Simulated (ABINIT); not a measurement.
An input for ABINIT 10.8.3 (KCaCl3 (Pm-3m)):

```
acell 3*1.0 Angstrom
rprim 
  5.393523000000 0.000000000000 0.000000000000
  0.000000000000 5.393523000000 0.000000000000
  0.000000000000 0.000000000000 5.393523000000
ntypat 3
znucl 19 20 17
natom 5
typat 1 2 3 3 3
xred 
  0.000000000000 0.000000000000 0.000000000000
  0.500000000000 0.500000000000 0.500000000000
  0.000000000000 0.500000000000 0.500000000000
  0.500000000000 0.000000000000 0.500000000000
  0.500000000000 0.500000000000 0.000000000000
pp_dirpath "pseudos"
pseudos "K.upf, Ca.upf, Cl.upf"
ecut 33
ngkpt 2 2 2
nshiftk 1
shiftk 0 0 0
kptopt 1
chksymbreak 0
istwfk *1
occopt 1
irdwfk 1
optdriver 4
nband 123
gwcalctyp 10
ecutsigx 33
symsigma 1
nkptgw 4
kptgw 
  0.0000000000 0.0000000000 0.0000000000
  0.5000000000 0.0000000000 0.0000000000
  0.5000000000 0.5000000000 0.0000000000
  0.5000000000 0.5000000000 0.5000000000
bdgw 
  12 29
  12 29
  12 29
  12 29
ecuteps 3.9
irdscr 1
ppmodel 1
irdqps 1
indata_prefix "in"
outdata_prefix "out"
tmpdata_prefix "tmp"
```

```sh
OMP_NUM_THREADS=1 mpirun -n 4 abinit run.abi > log
```

Question: How long will it take on 4 MPI ranks of Arm Neoverse V1, shared host, and how much memory?

It took 91 s; on shared hardware allow 46 s to 3 min. Peak host memory was 1.9 GiB.

[Paths, hosts, dates, memory and timing lines, banners, echoed tables and standing remarks are left out of the program output.]

[Logs are printed without paths, hosts, clocks, repeated set-up lines and the standing remarks that a program may print on its own settings, such as how far it seeks lower states.]

[Runs of the session that timed out or met a known fault of the program may be left out.]

[Hosts, paths, dates, database ids (printed as entryN), source tags and the programs' standing remarks are cut or masked in the printed files.]

[G0W0 gaps are taken among the corrected bands and points alone; a level outside them can change the order at an edge.]

[Where Ansatz stands beside ABINIT at settings called matched, ABINIT's density can come from a denser mesh and the files from another edition; pairs whose starting gaps differed by over 0.03 eV were left out, so agreement reads better than it is.]
